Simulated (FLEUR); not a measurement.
# Collinear magnetic orders of HoRh with FLEUR, part 2 of 3

Aim: find out whether HoRh carries moments, and which collinear order costs least.

FLEUR MaX-R8.1; PBEsol with U = 8.2 eV, J = 0.7 eV on Ho f; all-electron FLAPW, Dirac cores, scalar-relativistic bands.

So far, largest spin moment in the muffin-tin sphere (μB): step 2 (order 1, typed as ferro +) 4.06.

### Step 3. Run 2 (antiferro q=(0,0,1/2) +-)

Another pattern of signs weighs the neighbour shells otherwise.

This order needs a doubled cell of 4 atoms. The mesh is halved along the doubled vector, so that both cells sample the same points. The k list default-1 (kpts.xml, not shown) is a Γ-centred 8×8×4 mesh.

inp.xml reads:

```
<?xml version="1.0" encoding="UTF-8" standalone="no"?>
<fleurInput fleurInputVersion="0.39">
   <comment>
      HoRh
   </comment>
   <calculationSetup>
      <cutoffs Kmax="3.6" Gmax="14.4" GmaxXC="14.4" numbands="0"/>
      <scfLoop itmax="130" minDistance="0.0001" maxIterBroyd="15" imix="Anderson" alpha="0.05" precondParam="0.0" spinf="2.0" sdNocoIR="T"/>
      <coreElectrons ctail="T" frcor="F" kcrel="0" coretail_lmax="0"/>
      <xcFunctional name="PBEs" relativisticCorrections="F"/>
      <magnetism jspins="2"/>
      <soc l_soc="F" theta="0.0" phi="0.0" spav="F"/>
      <expertModes spex="0" secvar="F"/>
      <geometryOptimization l_f="F" forcealpha="1.0" forcemix="BFGS" epsdisp="0.00001" epsforce="0.00001"/>
      <ldaU l_linMix="F" mixParam="0.05" spinf="1.0"/>
   </calculationSetup>
   <cell>
      <bzIntegration valenceElectrons="72.0" mode="hist" fermiSmearingEnergy="0.00293995">
         <kPointListSelection listName="default-1"/>
         <xi:include xmlns:xi="http://www.w3.org/2001/XInclude" href="kpts.xml"> </xi:include>
      </bzIntegration>
      <xi:include xmlns:xi="http://www.w3.org/2001/XInclude" href="sym.xml"> </xi:include>
      <bulkLattice scale="1.0">
         <bravaisMatrix>
            <row-1>    6.4023921101447998     0.0000000000000000     0.0000000000000000</row-1>
            <row-2>    0.0000000000000000     6.4023921101447998     0.0000000000000000</row-2>
            <row-3>    0.0000000000000000     0.0000000000000000    12.8047842202895996</row-3>
         </bravaisMatrix>
      </bulkLattice>
   </cell>
   <atomSpecies>
      <species name="Holmium (H4.000" element="Ho" atomicNumber="67">
         <mtSphere radius="2.7" gridPoints="893" logIncrement="0.015"/>
         <atomicCutoffs lmax="10" lnonsphr="8"/>
         <electronConfig flipSpins="F">
            <coreConfig>(1s1/2) (2s1/2) (2p1/2) (2p3/2) (3s1/2) (3p1/2) (3p3/2) (4s1/2) (3d3/2) (3d5/2) (4p1/2) (4p3/2) (4d3/2) (4d5/2)</coreConfig>
            <valenceConfig>(5s1/2) (5p1/2) (5p3/2) (6s1/2) (4f5/2) (4f7/2)</valenceConfig>
            <stateOccupation state="(4f5/2)" spinUp="3.0" spinDown="1.7142857142857"/>
            <stateOccupation state="(4f7/2)" spinUp="4.0" spinDown="2.2857142857143"/>
         </electronConfig>
         <energyParameters s="6" p="6" d="5" f="4"/>
         <ldaU l="3" U="8.2" J="0.7" l_amf="F"/>
         <lo type="SCLO" l="0" n="5" eDeriv="0"/>
         <lo type="SCLO" l="1" n="5" eDeriv="0"/>
      </species>
      <species name="Holmium (H-4.000" element="Ho" atomicNumber="67">
         <mtSphere radius="2.7" gridPoints="893" logIncrement="0.015"/>
         <atomicCutoffs lmax="10" lnonsphr="8"/>
         <electronConfig flipSpins="F">
            <coreConfig>(1s1/2) (2s1/2) (2p1/2) (2p3/2) (3s1/2) (3p1/2) (3p3/2) (4s1/2) (3d3/2) (3d5/2) (4p1/2) (4p3/2) (4d3/2) (4d5/2)</coreConfig>
            <valenceConfig>(5s1/2) (5p1/2) (5p3/2) (6s1/2) (4f5/2) (4f7/2)</valenceConfig>
            <stateOccupation state="(4f5/2)" spinUp="1.7142857142857" spinDown="3.0"/>
            <stateOccupation state="(4f7/2)" spinUp="2.2857142857143" spinDown="4.0"/>
         </electronConfig>
         <energyParameters s="6" p="6" d="5" f="4"/>
         <ldaU l="3" U="8.2" J="0.7" l_amf="F"/>
         <lo type="SCLO" l="0" n="5" eDeriv="0"/>
         <lo type="SCLO" l="1" n="5" eDeriv="0"/>
      </species>
      <species name="Rhodium (Rh)" element="Rh" atomicNumber="45">
         <mtSphere radius="2.7" gridPoints="893" logIncrement="0.014"/>
         <atomicCutoffs lmax="10" lnonsphr="8"/>
         <electronConfig flipSpins="F">
            <coreConfig>(1s1/2) (2s1/2) (2p1/2) (2p3/2) (3s1/2) (3p1/2) (3p3/2) (4s1/2) (3d3/2) (3d5/2)</coreConfig>
            <valenceConfig>(4p1/2) (4p3/2) (5s1/2) (4d3/2) (4d5/2)</valenceConfig>
            <stateOccupation state="(5s1/2)" spinUp="0.500000" spinDown="0.500000"/>
            <stateOccupation state="(4d3/2)" spinUp="1.600000" spinDown="1.600000"/>
            <stateOccupation state="(4d5/2)" spinUp="2.400000" spinDown="2.400000"/>
         </electronConfig>
         <energyParameters s="5" p="5" d="4" f="4"/>
         <lo type="SCLO" l="1" n="4" eDeriv="0"/>
      </species>
   </atomSpecies>
   <atomGroups>
      <atomGroup species="Holmium (H4.000">
         <relPos label="                   1">.0000000000 .0000000000 .0000000000</relPos>
         <force calculate="T" relaxXYZ="TTT"/>
      </atomGroup>
      <atomGroup species="Holmium (H-4.000">
         <relPos label="                   2">.0000000000 .0000000000 1.000/2.000</relPos>
         <force calculate="T" relaxXYZ="TTT"/>
      </atomGroup>
      <atomGroup species="Rhodium (Rh)">
         <relPos label="                   3">1.000/2.000 1.000/2.000 1.000/4.000</relPos>
         <relPos label="                   4">1.000/2.000 1.000/2.000 -1.000/4.000</relPos>
         <force calculate="T" relaxXYZ="TTT"/>
      </atomGroup>
   </atomGroups>
   <output dos="F" band="F" slice="F">
      <bandDOS minEnergy="-.5*Htr" maxEnergy="0.5*Htr" sigma="0.015" storeEVData="T"/>
      <plotting iplot="0" polar="F">
         <plot TwoD="T" vec1="  1.0  0.0  0.0" vec2="  0.0  1.0  0.0" vec3="  0.0  0.0  1.0" zero="  0.0  0.0  0.0" file="plot"/>
      </plotting>
      <moessbauerParams electricFieldGradient="F" isomerShift="F" coreHyperfine="F" valenceHyperfine="F"/>
   </output>
</fleurInput>
```

crystal.txt reads:

```
HoRh
&input film=F cartesian=F /
3.38800000000  0.00000000000  0.00000000000
0.00000000000  3.38800000000  0.00000000000
0.00000000000  0.00000000000  6.77600000000
1.8897261246
1.0 1.0 1.0

4
67 0.00000000000  0.00000000000  0.00000000000 : 4.000
67 0.00000000000  0.00000000000  0.50000000000 : -4.000
45 0.50000000000  0.50000000000  0.25000000000
45 0.50000000000  0.50000000000  0.75000000000

&kpt div1=8 div2=8 div3=4 gamma=T /
```

Launch:

```bash
OMP_NUM_THREADS=1 inpgen -f crystal.txt > inpgen.log  # inp.xml is then edited as shown
OMP_NUM_THREADS=1 mpirun -n 4 fleur_MPI > fleur.log
```

Log:

```text
[banner, memory and clock lines left out]
Welcome to FLEUR        (www.flapw.de)
      MaX-Release 8.1          (www.max-centre.eu)

 ========== k-point set info ==========
 Selected k-point list: default-1
 k-point list type: mesh
 0 x 0 x 0
 Number of k points: 48

 ------------Calculation Setup---------------------------
 Number of PE/node        :            4
 Number of OMP-threads    :            1
 k-points in parallel     :            4
 pe's per k-point         :            1
 No of k-point loops      :           12
 Eigenvalue solver        :       lapack
 Number of basis functions:          452
 Approximate size of matrices (H+S) per k-point:         0.003 GB
 Iteration:     1   Distance:      56.68396437 me/bohr^3
 Iteration:     2   Distance:      52.17199200 me/bohr^3
 Iteration:     3   Distance:      47.44096055 me/bohr^3
 Iteration:     4   Distance:      45.03737042 me/bohr^3
 Iteration:     5   Distance:      30.15010558 me/bohr^3
 Iteration:     6   Distance:      13.23112897 me/bohr^3
 Iteration:     7   Distance:      10.88665970 me/bohr^3
 Iteration:     8   Distance:       4.01816940 me/bohr^3
 Iteration:     9   Distance:       3.05454476 me/bohr^3
 Iteration:    10   Distance:       2.29397357 me/bohr^3
 Iteration:    11   Distance:       1.47316170 me/bohr^3
 Iteration:    12   Distance:       1.47041797 me/bohr^3
 Iteration:    13   Distance:       0.86446405 me/bohr^3
 Iteration:    14   Distance:       0.83256488 me/bohr^3
 Iteration:    15   Distance:       0.31044966 me/bohr^3
 Iteration:    16   Distance:       0.30391364 me/bohr^3
 Iteration:    17   Distance:       0.25944580 me/bohr^3
 Iteration:    18   Distance:       0.16761762 me/bohr^3
 Iteration:    19   Distance:       0.03517559 me/bohr^3
 Iteration:    20   Distance:       0.03511031 me/bohr^3
 Iteration:    21   Distance:       0.00611241 me/bohr^3
 Iteration:    22   Distance:       0.00674413 me/bohr^3
 Iteration:    23   Distance:       0.00446803 me/bohr^3
 Iteration:    24   Distance:       0.00063470 me/bohr^3
 Iteration:    25   Distance:       0.00015176 me/bohr^3
 Iteration:    26   Distance:       0.00015291 me/bohr^3
 Iteration:    27   Distance:       0.00002675 me/bohr^3

 ********************************************************************
 Run finished successfully
 Stop message:
   all done
 ********************************************************************

--- out.xml (last complete iteration) ---
<iteration numberForCurrentRun="   27" overallNumber="   27">
         [... left out ...]
         <bandgap value="0.0000000034" units="eV"/>
         <sumValenceSingleParticleEnergies value="-17.0209436496" units="Htr"/>
         <FermiEnergy value="0.3976267450" units="Htr"/>
         <valenceDensity>
            <mtCharges spin="1">
               <mtCharge atomType="1" total="11.5884521" s="1.1306687" p="3.0137387" d="0.4500751" f="6.9878031"/>
               <mtCharge atomType="2" total="7.5363294" s="1.1237066" p="2.9965349" d="0.3942575" f="3.0157627"/>
               <mtCharge atomType="3" total="7.2185387" s="0.2660642" p="3.1552405" d="3.7829054" f="0.0105596"/>
            </mtCharges>
            <mtCharges spin="2">
               <mtCharge atomType="1" total="7.5363300" s="1.1237066" p="2.9965350" d="0.3942580" f="3.0157627"/>
               <mtCharge atomType="2" total="11.5884514" s="1.1306686" p="3.0137387" d="0.4500745" f="6.9878031"/>
               <mtCharge atomType="3" total="7.2185387" s="0.2660643" p="3.1552405" d="3.7829054" f="0.0105596"/>
            </mtCharges>
            <spinDependentCharge spin="1" total="36.0000000" interstitial="2.4381411" mtSpheres="33.5618589"/>
            <spinDependentCharge spin="2" total="36.0000000" interstitial="2.4381411" mtSpheres="33.5618589"/>
            <totalCharge value="72.0000000000"/>
         </valenceDensity>
         [... left out ...]
         <magneticMomentsInMTSpheres units="muBohr">
            <globalMagMoment atomType="1" vec="0.00000   0.00000   4.05212"/>
            <localMagMoment atomType="1" vec="0.00000   0.00000   4.05212"/>
            <globalMagMoment atomType="2" vec="0.00000   0.00000  -4.05212"/>
            <localMagMoment atomType="2" vec="0.00000   0.00000  -4.05212"/>
            <globalMagMoment atomType="3" vec="0.00000   0.00000   0.00000"/>
            <localMagMoment atomType="3" vec="0.00000   0.00000   0.00000"/>
         </magneticMomentsInMTSpheres>
         [... left out ...]
         <totalEnergy value="   -34814.8652098980" units="Htr">
            <sumOfEigenvalues value="   -21193.0646452562">
               <coreElectrons value="-21176.0437016066"/>
               <valenceElectrons value="-17.0209436496"/>
            </sumOfEigenvalues>
            <densityCoulombPotentialIntegral value="-57880.1063464285"/>
            <densityEffectivePotentialIntegral value="-58944.0227569462"/>
            <chargeDenXCDenIntegral value="-808.6394711895"/>
            <FockExchangeEnergyValence value="0.0000000000"/>
            <FockExchangeEnergyCore value="0.0000000000"/>
         [... left out ...]
            <dftUCorrection value="-2.8081111954"/>
            <tkbTimesEntropy value="0.0022702191"/>
            <freeEnergy value="-34814.8674801170"/>
            <extrapolationTo0K value="-34814.8663450075"/>
         </totalEnergy>
         [... left out ...]
         <ldaUDensityMatrixConvergence>
            <distance spin="1" distance="0.000000"/>
            <distance spin="2" distance="0.000000"/>
         </ldaUDensityMatrixConvergence>
         <densityConvergence units="me/bohr^3">
            <chargeDensity spin="1" distance="0.0000141269"/>
            <chargeDensity spin="2" distance="0.0000136560"/>
            <overallChargeDensity distance="0.0000267471"/>
            <spinDensity distance="0.0000075298"/>
         </densityConvergence>
      </iteration>
```

The job ended after 91 s (4 MPI ranks of Arm Neoverse V1, shared host; peak memory 0.36 GiB).

Spin moment in the muffin-tin sphere by atom:

```csv
atom,spin moment in the muffin-tin sphere (μB)
Ho1,4.05
Ho2,-4.05
Rh3,0.00
Rh4,0.00
```

This step gave:

```yaml
free_energy: -947360.8061 eV
program_s_band_gap_on_this_mesh_in_a_metal_only_a_level_spacing: 3.40e-9 eV
magnetization: 0 μB
final_state: antiferromagnetic
```

It lies 1.06 meV a seeded atom over the first start, and its largest moment is 4.05 μB against 4.06 μB.

### Step 4. Start 3: antiferro q=(0,1/2,1/2) +-

Reversing part of the moments tests the sign of the couplings between them.

This order needs a doubled cell of 4 atoms. The mesh is halved along the doubled vector, so that both cells sample the same points. The k list default-1 (kpts.xml, not shown) is a Γ-centred 8×4×8 mesh.

inp.xml: that of step 3 with these lines changed.

```diff
@@ -25,4 +25,4 @@
             <row-1>    6.4023921101447998     0.0000000000000000     0.0000000000000000</row-1>
-            <row-2>    0.0000000000000000     6.4023921101447998     0.0000000000000000</row-2>
-            <row-3>    0.0000000000000000     0.0000000000000000    12.8047842202895996</row-3>
+            <row-2>    0.0000000000000000    12.8047842202895996     0.0000000000000000</row-2>
+            <row-3>    0.0000000000000000     6.4023921101447998     6.4023921101447998</row-3>
          </bravaisMatrix>
@@ -79,3 +79,3 @@
       <atomGroup species="Holmium (H-4.000">
-         <relPos label="                   2">.0000000000 .0000000000 1.000/2.000</relPos>
+         <relPos label="                   2">.0000000000 1.000/2.000 .0000000000</relPos>
          <force calculate="T" relaxXYZ="TTT"/>
@@ -83,4 +83,4 @@
       <atomGroup species="Rhodium (Rh)">
-         <relPos label="                   3">1.000/2.000 1.000/2.000 1.000/4.000</relPos>
-         <relPos label="                   4">1.000/2.000 1.000/2.000 -1.000/4.000</relPos>
+         <relPos label="                   3">1.000/2.000 .0000000000 1.000/2.000</relPos>
+         <relPos label="                   4">1.000/2.000 1.000/2.000 1.000/2.000</relPos>
          <force calculate="T" relaxXYZ="TTT"/>
```

crystal.txt reads:

```
HoRh
&input film=F cartesian=F /
3.38800000000  0.00000000000  0.00000000000
0.00000000000  6.77600000000  0.00000000000
0.00000000000  3.38800000000  3.38800000000
1.8897261246
1.0 1.0 1.0

4
67 0.00000000000  0.00000000000  0.00000000000 : 4.000
67 0.00000000000  0.50000000000  0.00000000000 : -4.000
45 0.50000000000  0.00000000000  0.50000000000
45 0.50000000000  0.50000000000  0.50000000000

&kpt div1=8 div2=4 div3=8 gamma=T /
```

Log:

```text
[banner, memory and clock lines left out]
Welcome to FLEUR        (www.flapw.de)
      MaX-Release 8.1          (www.max-centre.eu)

 ========== k-point set info ==========
 Selected k-point list: default-1
 k-point list type: mesh
 0 x 0 x 0
 Number of k points: 68

 [... set-up left out ...]
 Iteration:     1   Distance:      56.68933077 me/bohr^3
 Iteration:     2   Distance:      52.15780413 me/bohr^3
 Iteration:     3   Distance:      47.39009158 me/bohr^3
 Iteration:     4   Distance:      45.36818754 me/bohr^3
 Iteration:     5   Distance:      30.07116501 me/bohr^3
[...]
[... left out ...]
            <freeEnergy value="-34814.8674099329"/>
            <extrapolationTo0K value="-34814.8662714816"/>
         </totalEnergy>
         [... left out ...]
         <ldaUDensityMatrixConvergence>
            <distance spin="1" distance="0.000000"/>
            <distance spin="2" distance="0.000000"/>
         </ldaUDensityMatrixConvergence>
         <densityConvergence units="me/bohr^3">
            <chargeDensity spin="1" distance="0.0000053267"/>
            <chargeDensity spin="2" distance="0.0000053191"/>
            <overallChargeDensity distance="0.0000088127"/>
            <spinDensity distance="0.0000059725"/>
         </densityConvergence>
      </iteration>
```

The job ended after 2.5 min (4 MPI ranks; peak memory 0.42 GiB; 9.9 min of CPU time).

Spin moment in the muffin-tin sphere by atom:

```csv
atom,spin moment in the muffin-tin sphere (μB)
Ho1,4.05
Ho2,-4.05
Rh3,0.00
Rh4,0.00
```

Read from the output:

```yaml
free_energy: -947360.8042 eV
magnetization: 0 μB
final_state: antiferromagnetic
```

It lies 2.02 meV a seeded atom over the first start, and its largest moment is 4.05 μB against 4.06 μB.

### Step 5. The states side by side

Free energies are divided by the number of seeded atoms, so that cells of unlike size compare. Wavevectors q in the names are fractions of the primitive cell's reciprocal vectors.

Orders:

```csv
start,final state,typed order kept,energy over the lowest (meV a seeded atom),largest sphere moment (μB),net moment (μB a primitive cell),mesh matched,CPU time (s)
ferro +,"ferromagnetic, with opposed induced moments",yes,0,4.056,4.056,yes,93.71
"antiferro q=(0,0,1/2) +-",antiferromagnetic,yes,1.063,4.052,0,yes,362.7
"antiferro q=(0,1/2,1/2) +-",antiferromagnetic,yes,2.017,4.046,0,yes,596.3
```

[end of part 2 of 3]

[Logs and program files are shortened in this print: banners, set-up blocks, solver, clock and traceback lines can be left out without a mark of their own.]

[Logs are printed without paths, hosts, clocks, repeated set-up lines and the standing remarks that a program may print on its own settings, such as how far it seeks lower states.]

[Hosts, paths, dates, database ids (printed as entryN), source tags and the programs' standing remarks are cut or masked in the printed files.]

[Where a cell is said to come from a database of computed structures, the database is the Materials Project.]
